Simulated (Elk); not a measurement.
# Fixed-spin-moment curve of MnZn

How stiff is the moment of MnZn, and are there other minima?

Main program and level: Elk 11.2.3 (patched build); LDA (Perdew-Zunger); all-electron APW+lo, Dirac cores, scalar-relativistic bands.

### 1. Set-up

Symmetry: Pm-3m, No. 221, cubic system. The conventional cell has a = 3.070 Å, b = 3.070 Å, c = 3.070 Å, α = 90.00°, β = 90.00°, γ = 90.00°. Mn has 8 Zn at 2.66 Å nearest. Nearest to Zn lie 8 Mn at 2.66 Å. Farther neighbours are not listed.

### 2. The free run

The free run shows where the moment settles by itself and gives the state from which the held runs start.

Moments are seeded by fields in the spheres (the last three columns under atoms), set against the wanted direction and reduced each loop.

elk.in reads:

```
tasks
  0

xctype
  100 1 9

rgkmax
  7.0

nempty
  12

swidth
  0.001

reducebf
  0.5

epsengy
  1e-05

maxscl
  120

lmaxi
  3

spinpol
  .true.

sppath
  './'

avec
  5.80145920260 0.00000000000 0.00000000000
  0.00000000000 5.80145920260 0.00000000000
  0.00000000000 0.00000000000 5.80145920260

atoms
  2
  'Mn.in'
  1
  0.0000000000 0.0000000000 0.0000000000   0.000000 0.000000 -0.175000
  'Zn.in'
  1
  0.5000000000 0.5000000000 0.5000000000   0.000000 0.000000 0.000000

ngridk
  8 8 8
```

The run is started by

```
$ OMP_NUM_THREADS=2 elk
```

Numbers of over 12 decimals in the logs are rounded to 6 here.

Log:

```text
┌─────────────────────────┐
│ Elk code version 11.2.3 │
└─────────────────────────┘

All units are atomic (Hartree, Bohr, etc.)

┌─────────────────────────────────────────────────┐
│ Ground-state run starting from atomic densities │
└─────────────────────────────────────────────────┘

Lattice vectors :
   5.801459203       0.000000000       0.000000000
   0.000000000       5.801459203       0.000000000
   0.000000000       0.000000000       5.801459203

Reciprocal lattice vectors :
   1.083035334       0.000000000       0.000000000
   0.000000000       1.083035334       0.000000000
   0.000000000       0.000000000       1.083035334

Unit cell volume      :    195.2592998
Brillouin zone volume :    1.270363121

Muffin-tin inner radius fraction :   0.1000000000E-01

Nuclei treated as point charges

Species : 1 (Mn)
 parameters loaded from : Mn.in
 name : manganese
 nuclear charge    :   -25.00000000
 electronic charge :    25.00000000
 atomic mass :    100145.9370
 muffin-tin radius :    2.400000000
 number of radial points in muffin-tin :    497
 inner part over the whole radius :   0.9798345621E-02
 number on inner part of muffin-tin    :    350
 approximate nuclear radius :   0.7074591925E-04
 number of mesh points to nuclear radius :    165
 atomic positions (lattice), magnetic fields (Cartesian) :
  1 :   0.00000000  0.00000000  0.00000000    0.00000000  0.00000000 -0.17500000

Species : 2 (Zn)
 parameters loaded from : Zn.in
 name : zinc
 nuclear charge    :   -30.00000000
 electronic charge :    30.00000000
 atomic mass :    119233.3130
 muffin-tin radius :    2.400000000
 number of radial points in muffin-tin :    497
 inner part over the whole radius :   0.9843840322E-02
 number on inner part of muffin-tin    :    351
 approximate nuclear radius :   0.7484757725E-04
 number of mesh points to nuclear radius :    169
 atomic positions (lattice), magnetic fields (Cartesian) :
  1 :   0.50000000  0.50000000  0.50000000    0.00000000  0.00000000  0.00000000

Total number of atoms per unit cell :    2
Total muffin-tin volume :    115.8116716
 ratio of muffin-tin to unit cell volume :   0.5931173148

Spin treatment :
 spin-polarised
 global magnetic field (Cartesian) :    0.000000000       0.000000000       0.000000000
 collinear magnetisation in z-direction

Number of Bravais lattice symmetries :   48
Number of crystal symmetries         :   48
Crystal has inversion symmetry
Real symmetric eigensolver will be used

k-point grid :      8     8     8
k-point offset :    0.000000000       0.000000000       0.000000000
k-point set is reduced with full crystal symmetry group
Total number of k-points :       35

Muffin-tin radius times maximum |G+k| :    7.000000000
 using average radius
Maximum |G+k| for APW functions       :    2.916666667
Maximum (1/2)|G+k|²                   :    4.253472222
Maximum |G| for potential and density :    12.00000000
Constant for pseudocharge density :    7
 order of it for each species :   14  14
 order of it for pair densities of each species (exact exchange by exxq0 0: 14) :   10  10
Radial integration step length :    1

G-vector grid sizes :     24    24    24
Number of G-vectors :     5695

Maximum angular momentum used for
 APW functions            :    8
 outer part of muffin-tin :    6
 inner part of muffin-tin :    3

Total nuclear charge    :   -55.00000000
Total core charge       :    22.00000000
Total valence charge    :    33.00000000
Total excess charge     :    0.000000000
Total electronic charge :    55.00000000

Effective Wigner radius, rₛ :   0.9463536821

Number of empty states         :     24
Total number of valence states :     82
Total number of core states    :     22

Third-order local-orbitals added for an l without core states : T
Total number of local-orbitals :     45

Using Libxc version 7.0.0
Exchange-correlation functional :    100     1     9
 lda_x; lda_c_pz
 gradient requirement :    0
 local density approximation (LDA)

Smearing type :    3
 Fermi-Dirac
Smearing width :   0.1000000000E-02
Effective electronic temperature (K) :    315.7750248

Mixing type :    3
 Broyden mixing, J. Phys. A: Math. Gen. 17, L317 (1984)

Kohn-Sham potential initialised from atomic data

┌──────────────────────────────┐
│ Self-consistent loop started │
└──────────────────────────────┘

┌─────────────────┐
│ Loop number : 1 │
└─────────────────┘

Energies :
 Fermi                       :     0.116912
 sum of occupied eigenvalues :     -1702.3964057427
 electron kinetic            :      2992.3134419043
 core electron kinetic       :      2662.0287929815
 Coulomb                     :     -5823.4367708402
 Coulomb potential           :     -4538.5625700443
 nuclear-nuclear             :     -476.58549432832
 electron-nuclear            :     -6171.4791635945
 Hartree                     :      824.62788708267
 Madelung                    :     -3554.1554858180
 xc potential                :     -156.02025382688
 xc effective B-field        :    -0.137828
 external B-field            :      0.000000
 exchange                    :     -114.11136416751
 correlation                 :     -4.765847
 electron entropic           :    -0.16836321321568E-03
 total energy                :     -2950.0007089478
 (external B-field energy excluded from total)

Density of states at Fermi energy :    50.54681044
 (states/Hartree/unit cell)

Estimated indirect band gap :   0.1495932823E-02
 from k-point 24 to k-point 25
Estimated direct band gap   :   0.3669501534E-02
 at k-point 22

Charges :
 core                        :    22.00000000
 valence                     :    33.00000000
 interstitial                :    2.163624552
 muffin-tins (core leakage)
  species : 1 (Mn)
   atom 1                    :    24.13289859     ( -0.3595730725E-05)
  species : 2 (Zn)
   atom 1                    :    28.70347686     (  0.8865635449E-04)
 total in muffin-tins        :    52.83637545
 total calculated charge     :    54.99978959
 total charge                :    55.00000000
 error                       :   0.2104147885E-03

Moments :
 interstitial                :   0.1428413401E-01
 muffin-tins
  species : 1 (Mn)
   atom 1                    :    2.861908217
  species : 2 (Zn)
   atom 1                    :  -0.1335471212E-01
 total in muffin-tins        :    2.848553505
 total moment                :    2.862837639

┌─────────────────┐
│ Loop number : 2 │
└─────────────────┘

Energies :
 Fermi                       :     0.118810
 sum of occupied eigenvalues :     -1702.4059596158
 electron kinetic            :      2992.3842529624
 core electron kinetic       :      2662.0227639542
 Coulomb                     :     -5823.5561284331
 Coulomb potential           :     -4538.5396632758
 nuclear-nuclear             :     -476.58549432832
 electron-nuclear            :     -6171.7297230774
 Hartree                     :      824.75908897254
 Madelung                    :     -3554.2862967952
 xc potential                :     -156.12333203580
 xc effective B-field        :    -0.138514
 external B-field            :      0.000000
 exchange                    :     -114.11572344228
 correlation                 :     -4.765710
 electron entropic           :    -0.16098411082950E-03
 total energy                :     -2950.0534700902
 (external B-field energy excluded from total)

Density of states at Fermi energy :    48.10103154
 (states/Hartree/unit cell)

Estimated indirect band gap :   0.1080587488E-02
 from k-point 22 to k-point 25
Estimated direct band gap   :   0.3573215597E-02
 at k-point 22

Charges :
 core                        :    22.00000000
 valence                     :    33.00000000
 interstitial                :    2.169131435
 muffin-tins (core leakage)
  species : 1 (Mn)
   atom 1                    :    24.10753922     ( -0.3595730993E-05)
  species : 2 (Zn)
   atom 1                    :    28.72332935     (  0.8833527259E-04)
 total in muffin-tins        :    52.83086857
 total calculated charge     :    54.99978999
 total charge                :    55.00000000
 error                       :   0.2100094531E-03

Moments :
 interstitial                :   0.1762902281E-01
 muffin-tins
  species : 1 (Mn)
   atom 1                    :    2.869757221
  species : 2 (Zn)
   atom 1                    :  -0.1376143380E-01
 total in muffin-tins        :    2.855995787
 total moment                :    2.873624810

RMS change in Kohn-Sham potential (target) :   0.4184923171     (  0.1000000000E-05)
Absolute change in total energy (target)   :   0.5276114242E-01 (  0.1000000000E-04)

[... loops 3 to 19 left out ...]

┌──────────────────┐
│ Loop number : 20 │
└──────────────────┘

Energies :
 Fermi                       :     0.227838
 sum of occupied eigenvalues :     -1699.3905379091
 electron kinetic            :      2995.6931842518
 core electron kinetic       :      2662.3884927593
 Coulomb                     :     -5826.5721554193
 Coulomb potential           :     -4537.4378270238
 nuclear-nuclear             :     -476.58549432832
 electron-nuclear            :     -6178.6797667154
 Hartree                     :      828.69310562443
 Madelung                    :     -3557.8532419074
 xc potential                :     -157.49272419813
 xc effective B-field        :    -0.153170
 external B-field            :      0.000000
 exchange                    :     -114.30067354627
 correlation                 :     -4.766456
 electron entropic           :    -0.11709598628447E-03
 total energy                :     -2949.9462174896
 (external B-field energy excluded from total)

Density of states at Fermi energy :    35.79563597
 (states/Hartree/unit cell)

Estimated indirect band gap :   0.8283291655E-03
 from k-point 19 to k-point 25
Estimated direct band gap   :   0.3907044080E-02
 at k-point 25

Charges :
 core                        :    22.00000000
 valence                     :    33.00000000
 interstitial                :    2.212446931
 muffin-tins (core leakage)
  species : 1 (Mn)
   atom 1                    :    23.74207895     ( -0.3595731084E-05)
  species : 2 (Zn)
   atom 1                    :    29.04547412     (  0.8112037470E-04)
 total in muffin-tins        :    52.78755307
 total calculated charge     :    54.99980564
 total charge                :    55.00000000
 error                       :   0.1943557652E-03

Moments :
 interstitial                :   0.4936755909E-01
 muffin-tins
  species : 1 (Mn)
   atom 1                    :    3.025036004
  species : 2 (Zn)
   atom 1                    :  -0.5386412305E-01
 total in muffin-tins        :    2.971171881
 total moment                :    3.020539440

RMS change in Kohn-Sham potential (target) :   0.3549449181E-06 (  0.1000000000E-05)
Absolute change in total energy (target)   :   0.3770698186E-05 (  0.1000000000E-04)

Convergence targets achieved

┌──────────────────┐
│ Loop number : 21 │
└──────────────────┘

Energies :
 Fermi                       :     0.227838
 sum of occupied eigenvalues :     -1699.3905328979
 electron kinetic            :      2995.6931823125
 core electron kinetic       :      2662.3884948893
 Coulomb                     :     -5826.5721495261
 Coulomb potential           :     -4537.4378278127
 nuclear-nuclear             :     -476.58549432832
 electron-nuclear            :     -6178.6797539637
 Hartree                     :      828.69309876598
 Madelung                    :     -3557.8532356197
 xc potential                :     -157.49271634616
 xc effective B-field        :    -0.153171
 external B-field            :      0.000000
 exchange                    :     -114.30067332772
 correlation                 :     -4.766456
 electron entropic           :    -0.11709535562110E-03
 total energy                :     -2949.9462132543
 (external B-field energy excluded from total)

Density of states at Fermi energy :    35.79536176
 (states/Hartree/unit cell)

Estimated indirect band gap :   0.8286392322E-03
 from k-point 19 to k-point 25
Estimated direct band gap   :   0.3907199848E-02
 at k-point 25

Charges :
 core                        :    22.00000000
 valence                     :    33.00000000
 interstitial                :    2.212447070
 muffin-tins (core leakage)
  species : 1 (Mn)
   atom 1                    :    23.74207849     ( -0.3595731268E-05)
  species : 2 (Zn)
   atom 1                    :    29.04547444     (  0.8112037293E-04)
 total in muffin-tins        :    52.78755293
 total calculated charge     :    54.99980564
 total charge                :    55.00000000
 error                       :   0.1943557109E-03

Moments :
 interstitial                :   0.4936727272E-01
 muffin-tins
  species : 1 (Mn)
   atom 1                    :    3.025040416
  species : 2 (Zn)
   atom 1                    :  -0.5386446688E-01
 total in muffin-tins        :    2.971175949
 total moment                :    3.020543222

┌──────────────────────────────┐
│ Self-consistent loop stopped │
└──────────────────────────────┘

Wrote STATE.OUT
```

Wall time 36 s (2 threads of Arm Neoverse V2, shared host); peak memory 0.1 GiB.

This step gave:

```
density of states at the Fermi level : 1.315 states/eV/cell
moment between the spheres           : 0.04937 μB
magnetization                        : 3.021 μB
final state                          : ferromagnetic
largest moment                       : 3.025 μB
```

After 21 cycles the largest moment stands at 3.03 μB.

(Continued in part 2 of 2.)

[Logs and program files are shortened in this print: banners, set-up blocks, solver, clock and traceback lines can be left out without a mark of their own.]

[Logs are printed without paths, hosts, clocks, repeated set-up lines and the standing remarks that a program may print on its own settings, such as how far it seeks lower states.]

[Hosts, paths, dates, database ids (printed as entryN), source tags and the programs' standing remarks are cut or masked in the printed files.]

[Where a cell is said to come from a database of computed structures, the database is the Materials Project.]
